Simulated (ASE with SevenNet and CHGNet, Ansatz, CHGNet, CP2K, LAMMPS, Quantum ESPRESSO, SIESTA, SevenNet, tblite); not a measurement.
## Machine-learned potentials runs on Zn2+ BF4- in dimethoxyethane and tetrahydrofuran at 400 K (85 atoms)

Aim: run Zn2+ BF4- in dimethoxyethane and tetrahydrofuran at 400 K (85 atoms) in machine-learned potentials and see how near its forces come to a plane-wave reference, and at what cost.

Calculated with ASE with SevenNet and CHGNet; the method is named at each step.

## 1. The starting structure

The cell holds 85 atoms: 20 C, 8 O, 46 H, 2 B, 8 F and 1 Zn. Cell: a = 9.806 Å, b = 9.806 Å, c = 9.806 Å, α = 90.0°, β = 90.0°, γ = 90.0°. 3 dimethoxyethane, 2 tetrahydrofuran, 1 Zn2+, 2 BF4- placed at random, at 1.15 g/cm³; overlaps pushed apart, then 10 ps at 550 K with stiff harmonic cages for PF6 and BF4 with UFF radii; divalent ions of Li, Roberts, Chakravorty and Merz (J. Chem. Theory Comput. 9, 2733 (2013)); MMFF94 bonds, angles, torsions, charges and radii (Halgren, J. Comput. Chem. 17, 490 (1996)) in harmonic and 12-6 forms; charges of ions scaled by 0.8. Snapshot after 30 ps at 400 K and fixed volume.

The yardstick, on the same geometry:

| Property | Result |
| --- | --- |
| method | Kohn-Sham DFT, PBE, SSSP efficiency 1.3.0 pseudopotentials, plane waves (Quantum ESPRESSO 7.5); sssp-pbe-1.3.0-efficiency, cutoffs 60/480 Ry, Γ point |
| r.m.s. force component | 1.053 eV/Å |
| longest force | 4.129 eV/Å |
| pressure | 5.656 GPa |
| gap (highest filled to lowest empty level) | 3.953 eV |
| time | 92 s on 2 MPI ranks of Arm Neoverse V2, shared host |
| CPU time | 3.1 min |

## 2. SevenNet 0 potential

Method: machine-learned interatomic potential SevenNet 0, trained on PBE(+U) plane-wave data.

The input, run.py:

```python
import numpy as np
from ase.io import read
import mlip  # loads the published weights by name

atoms = read("structure.xyz")
atoms.calc = mlip.calc("7net-0")
energy = atoms.get_potential_energy()
forces = atoms.get_forces()
print(f"energy {energy:.6f} eV")
print("forces (eV/A)")
for i, (a, f) in enumerate(zip(atoms, forces)):
    print(f"{i:4d} {a.symbol:2s} {f[0]:10.5f} {f[1]:10.5f} {f[2]:10.5f}")
stress = -atoms.get_stress(voigt=False) * 160.21766
print("stress (GPa, compression positive)")
for row in stress:
    print(" ".join(f"{x:10.4f}" for x in row))
```

The input, structure.xyz:

```xyz
85
Lattice="9.80591 0.00000 0.00000 0.00000 9.80591 0.00000 0.00000 0.00000 9.80591" Properties=species:S:1:pos:R:3 pbc="T T T"
C 4.84706 6.57271 8.97270
O 5.72391 7.56761 9.43887
C 4.91168 8.67205 0.23064
C 5.60457 0.05795 9.62185
O 7.03535 9.67216 9.80199
C 7.66793 1.09816 9.50448
H 5.31804 5.96494 8.25020
H 4.19585 7.15871 8.35464
H 4.25930 5.88443 9.69383
H 3.87716 8.81875 9.71677
H 5.00052 8.48809 1.24055
H 5.34569 0.32428 8.63489
H 5.42443 0.92656 0.50314
H 8.19421 1.02158 8.56487
H 6.90160 1.92921 9.51791
H 8.43181 1.32390 0.47853
C 0.55207 8.98427 0.55629
O 9.43338 8.51633 9.42995
C 0.12395 8.49613 8.08223
C 8.88229 8.15283 7.04633
O 7.55516 8.36934 7.62272
C 6.59624 8.17077 6.57653
H 0.13934 8.87562 1.53247
H 0.73103 0.23779 0.39204
H 1.50462 8.42347 0.46372
H 0.48265 9.49879 7.92935
H 0.98706 7.82286 7.92376
H 9.06311 8.79423 6.21803
H 8.97172 7.12782 6.53162
H 6.78569 8.85346 5.78372
H 6.64076 7.08261 6.48455
H 5.59359 8.41347 6.90562
C 0.04462 1.90735 4.46904
O 8.90926 1.24260 5.29450
C 7.61449 1.44029 4.95610
C 7.16704 2.87137 5.22282
O 5.82236 2.99571 4.75655
C 5.86952 3.19996 3.31793
H 1.09973 1.61180 4.58338
H 9.73178 2.97962 4.69605
H 9.49830 1.63161 3.44276
H 7.27236 1.06325 3.91560
H 6.99465 0.88332 5.68184
H 7.20558 2.92971 6.31510
H 7.83482 3.66182 4.73625
H 4.90609 3.54307 3.01002
H 6.79677 3.65300 2.94903
H 5.78941 2.25055 2.83528
C 2.52659 6.07162 4.06828
C 1.56238 5.06328 3.41971
C 1.28810 5.72802 2.13602
O 2.52434 6.40208 1.80605
C 2.94834 6.99985 3.02238
H 2.11239 6.62291 4.90384
H 3.26811 5.48749 4.54033
H 0.62915 4.83147 3.94982
[... 25 atom lines left out ...]
F 8.05624 6.23254 9.35876
F 7.52653 4.30950 8.29972
F 9.37141 5.25126 7.81590
Zn 7.66204 7.95455 9.44956
```

Run with:

```bash
> OMP_NUM_THREADS=1 python run.py > output.txt
```

Log:

```text
energy -454.647278 eV
forces (eV/A)
   0 C    -1.56023   -0.73095    0.01729
   1 O    -2.71805   -0.55624    0.82502
   2 C     0.55065   -0.33425   -0.98772
   3 C     0.84581    1.58478    2.10667
   4 O    -1.68919    3.20435    0.61672
   5 C     0.77257    1.66168    0.86221
   6 H     1.27399   -1.09243   -0.52679
   7 H    -1.66855   -0.12080   -0.45552
   8 H     1.06205    1.41441   -0.44592
   9 H    -0.28433   -0.99739   -0.33135
  10 H    -0.28921   -0.26591    2.74306
  11 H    -0.10834    0.68366   -1.61591
  12 H    -0.67653   -0.32596   -0.39931
  13 H    -0.03057    0.24083   -0.62402
  14 H     0.90845   -0.61563   -0.19993
  15 H    -0.52274   -0.05962   -0.21309
  16 C     1.34631    0.18633    0.23741
  17 O     2.52857   -0.07391   -0.78648
  18 C     0.21410   -0.65912   -0.95722
  19 C     0.76117   -1.31951    0.27888
  20 O     0.81428    1.19820   -3.54098
  21 C    -0.74381   -1.28082    1.18839
  22 H    -0.27917   -0.26272    0.91572
  23 H     0.22449    0.42829   -0.14615
[...]
77 F    -0.14880   -0.05115   -0.75830
  78 F    -0.59028   -0.27198   -0.45127
  79 B    -2.32297    1.21763   -2.30778
  80 F     0.77245   -0.57042    0.38079
  81 F     1.14398   -4.64198    0.21978
  82 F    -0.89052   -1.25795    0.75319
  83 F     2.22023   -0.08061    0.26049
  84 Zn   -1.41074    0.70361   -1.31543
stress (GPa, compression positive)
    4.4291    -0.0284    -0.0744
   -0.0284     7.0817    -0.8031
   -0.0744    -0.8031     7.1934
```

It took 6.5 s on 1 thread of Arm Neoverse V2, shared host; peak memory 1 GiB.

Banners, paths, timers and routine set-up lines are dropped from the logs unmarked, and long logs keep their key lines alone; longer cuts are marked.

Compared with the plane-wave run:

| Quantity | Value |
| --- | --- |
| r.m.s. force component | 1.083 eV/Å |
| r.m.s. difference of force components | 235.9 meV/Å |
| longest difference of force vectors | 1195 meV/Å |
| force difference over r.m.s. force | 22.4 % |
| slope of forces against the reference's | 1.004 |
| correlation of force components | 0.976 |
| pressure | 6.235 GPa |
| pressure difference | 0.579 GPa |

Length of the force difference by element (eV/Å):

```csv
element,atoms,mean,most
B,2,0.71,0.88
C,20,0.45,1.2
F,8,0.41,1.2
H,46,0.12,0.31
O,8,0.67,0.88
Zn,1,0.56,0.56
```

The surroundings of O2, picked at random, nearest first, numbered as they follow in the input and with coordinates relative to it.

```csv
atom,x,y,z,distance (Å),bonds,Fx,Fy,Fz (eV/Å)
O2,0.00,0.00,0.00,0.00,3,-2.72,-0.56,0.83
C1,-0.88,-0.99,-0.47,1.41,4,-1.56,-0.73,0.02
C3,-0.81,1.10,0.60,1.50,4,0.55,-0.33,-0.99
H8,-1.53,-0.41,-1.08,1.92,1,-1.67,-0.12,-0.46
Zn85,1.94,0.39,0.01,1.98,6,-1.41,0.70,-1.32
H11,-0.72,0.92,1.61,1.99,1,-0.29,-0.27,2.74
H7,-0.41,-1.60,-1.19,2.04,1,1.27,-1.09,-0.53
H9,-1.46,-1.68,0.25,2.25,1,1.06,1.41,-0.45
H10,-1.85,1.25,0.28,2.25,1,-0.28,-1.00,-0.33
C4,-0.12,2.30,0.18,2.31,4,0.85,1.58,2.11
```

Atoms are counted from 1 here, from 0 in the log.

Forces lie 22 % from the reference's, at 0.036 times its CPU time (on 1 against 2 cores).

## 3. CHGNet 0.3.0 potential

Method: machine-learned interatomic potential CHGNet 0.3.0, trained on PBE(+U) plane-wave data.

Edit run.py of step 2 so:

```diff
@@ -5,3 +5,3 @@
 atoms = read("structure.xyz")
-atoms.calc = mlip.calc("7net-0")
+atoms.calc = mlip.calc("chgnet-0.3.0")
 energy = atoms.get_potential_energy()
```

structure.xyz is that of step 2.

Log:

```text
CHGNet v0.3.0 initialized with 412,525 parameters
CHGNet will run on cpu
energy -466.503662 eV
forces (eV/A)
   0 C    -1.52957   -0.93565   -0.27755
   1 O    -2.16928    0.04870    1.16779
   2 C     0.66858   -0.63319   -1.51591
   3 C     1.00406    1.65756    2.36267
   4 O    -1.56124    2.39825    0.18522
   5 C     0.56229    1.48654    0.88628
   6 H     1.17646   -1.03702   -0.54499
   7 H    -1.55520   -0.00503   -0.39204
   8 H     1.14108    1.47434   -0.23165
   9 H    -0.36013   -0.94165   -0.33335
  10 H    -0.12759   -0.21346    2.60256
  11 H    -0.03635    0.56105   -1.56086
  12 H    -0.51025   -0.44185   -0.48091
  13 H     0.13678    0.16435   -0.66353
  14 H     0.73222   -0.66123   -0.17548
  15 H    -0.34700   -0.08463   -0.28263
  16 C     1.35581    0.19010    0.15528
  17 O     1.84242   -0.17899   -0.97325
  18 C     0.37525   -0.39820   -0.45215
  19 C     0.25557   -1.53338    0.16028
  20 O     0.91781    1.18130   -2.83100
  21 C    -0.80890   -1.12334    1.47510
  22 H    -0.34726   -0.21893    0.96440
  23 H     0.19302    0.41585   -0.17334
[...]
77 F    -0.07083   -0.03958   -0.78157
  78 F    -0.57565   -0.18243   -0.46435
  79 B    -2.14000    1.12828   -2.33285
  80 F     0.65051   -0.42692    0.32882
  81 F     1.01354   -3.84105    0.13083
  82 F    -0.98776   -1.13756    0.94511
  83 F     2.24028    0.03858    0.28028
  84 Zn   -1.34047    0.36352   -0.73876
stress (GPa, compression positive)
    3.0789     0.2419     0.1302
    0.2419     5.5775    -0.6980
    0.1302    -0.6980     5.7126
```

Run time: 3.3 s. Hardware: 1 thread; peak memory 1.5 GiB.

Numbers from this run, and their distance from the reference:

```yaml
r_m_s_force_component: 0.996 eV/Å
r_m_s_difference_of_force_components: 212.2 meV/Å
longest_difference_of_force_vectors: 1391 meV/Å
force_difference_over_r_m_s_force: 20.15 %
slope_of_forces_against_the_reference_s: 0.9271
correlation_of_force_components: 0.9801
pressure: 4.79 GPa
pressure_difference: -0.866 GPa
```

Against the first run (22 %), the force difference from the reference is 20 %, at 0.50 times the CPU time.

## 4. SevenNet l3i5 potential

Method: machine-learned interatomic potential SevenNet l3i5, trained on PBE(+U) plane-wave data.

Edit run.py of step 3 so:

```diff
@@ -5,3 +5,3 @@
 atoms = read("structure.xyz")
-atoms.calc = mlip.calc("chgnet-0.3.0")
+atoms.calc = mlip.calc("7net-l3i5")
 energy = atoms.get_potential_energy()
```

structure.xyz is that of step 3.

Log:

```text
energy -454.168152 eV
forces (eV/A)
   0 C    -1.47114   -0.77447    0.21044
   1 O    -2.61318   -0.05501    0.69471
   2 C     0.58975   -0.87221   -1.06256
   3 C     1.42889    1.91632    1.79987
   4 O    -2.01641    2.30312    0.62676
   5 C     0.58610    1.50746    0.87942
   6 H     1.25961   -1.02316   -0.56157
   7 H    -1.52202    0.05203   -0.40486
   8 H     1.04650    1.40069   -0.43863
   9 H    -0.36762   -0.93100   -0.29340
  10 H    -0.20210   -0.16466    2.60498
  11 H    -0.03704    0.49358   -1.60299
  12 H    -0.64707   -0.41332   -0.35769
  13 H     0.03517    0.23537   -0.78915
  14 H     0.90677   -0.57471   -0.25192
  15 H    -0.43034   -0.06957   -0.14596
  16 C     1.48686    0.25526   -0.10214
  17 O     1.68851   -0.37516   -1.11202
  18 C     0.67612   -0.25536   -0.31922
  19 C     0.08047   -1.61414   -0.13927
  20 O     1.17629    1.24720   -2.83117
  21 C    -0.64603   -1.20792    1.24129
  22 H    -0.34178   -0.28733    0.98591
  23 H     0.18034    0.45095   -0.15564
[...]
77 F    -0.08746   -0.04446   -0.80963
  78 F    -0.56452   -0.24787   -0.51668
  79 B    -2.44880    1.52485   -2.07191
  80 F     0.70053   -0.53311    0.21833
  81 F     0.97270   -3.64815    0.05050
  82 F    -0.83648   -1.20442    0.79600
  83 F     2.17361   -0.16965    0.28898
  84 Zn   -0.90188   -0.13375   -0.14395
stress (GPa, compression positive)
    3.7524    -0.0346     0.0850
   -0.0346     6.0979    -0.8613
    0.0850    -0.8613     6.2669
```

Run time: 8.4 s. Hardware: 1 thread; peak memory 1.7 GiB.

Compared with the plane-wave run:

```yaml
r_m_s_force_component: 1.027 eV/Å
r_m_s_difference_of_force_components: 142.4 meV/Å
longest_difference_of_force_vectors: 1052 meV/Å
force_difference_over_r_m_s_force: 13.52 %
slope_of_forces_against_the_reference_s: 0.9664
correlation_of_force_components: 0.9909
pressure: 5.372 GPa
pressure_difference: -0.2833 GPa
```

Against the first run (22 %), the force difference from the reference is 14 %, at 1.3 times the CPU time.

## 5. The ladder

Differences are against the plane-wave reference, forces as r.m.s. over components; share is that over the reference's r.m.s. force, slope the least-squares factor from reference forces to these. Total energies of different programs have different zeros and aren't compared.

```csv
run,"Δ force, r.m.s. (meV/Å)",share (%),slope,Δ pressure (GPa),cores,CPU time,memory (GiB)
reference,-,-,-,-,2,3.1 min,2.3
SevenNet 0 potential,236,22.4,1.004,0.579,1,6.5 s,1.0
CHGNet 0.3.0 potential,212,20.2,0.927,-0.866,1,3.3 s,1.5
SevenNet l3i5 potential,142,13.5,0.966,-0.283,1,8.4 s,1.7
```

Times of the machine-learned potentials are mostly Python's start and the loading of weights.

CPU time is summed over cores on a shared host, where runs went side by side, so it is rough. Symmetry, cutoffs, thresholds, outputs and thread counts weren't matched or tuned between programs; memory under MPI is the largest rank's times the ranks.

## 6. What came out

- nearest in forces: SevenNet l3i5 potential, 14 %
- its CPU time: 8.4 s

**Reading.** Machine-learned potentials differ by 14 % (SevenNet l3i5 potential) to 22 % (SevenNet 0 potential); they were trained on other programs' data. The reference's pressure holds the uncorrected Pulay stress of its 60 Ry basis, so small pressure differences, and their order, may be the reference's own error. Machine-learned potentials mimic data converged in k, so the reference's own k-point error enters their differences. The network of contacts between molecules at the start is that of the classical potential that made the cell, and needn't be the one that DFT or experiment would give. The reference's PBE has no dispersion term, which matters for the binding between molecules or layers. The density was typed from a rule of thumb and may lie off the real one at this temperature. The electronic-structure runs sample only Γ, in a cell whose shortest periodic width is 10 Å.

[Also dropped from logs without a mark: logging warnings of Python, and SIESTA's first energy breakdown and zero terms.]

[Logs are printed without paths, hosts, clocks, repeated set-up lines and the standing remarks that a program may print on its own settings, such as how far it seeks lower states.]

[Hosts, paths, dates, database ids (printed as entryN), source tags and the programs' standing remarks are cut or masked in the printed files.]

[The MMFF94 radii named for the starting cell were scaled by 0.96; in molecules described by MMFF94, hydrogen bound to N, O or S took a small fixed 12-6 site in their place.]
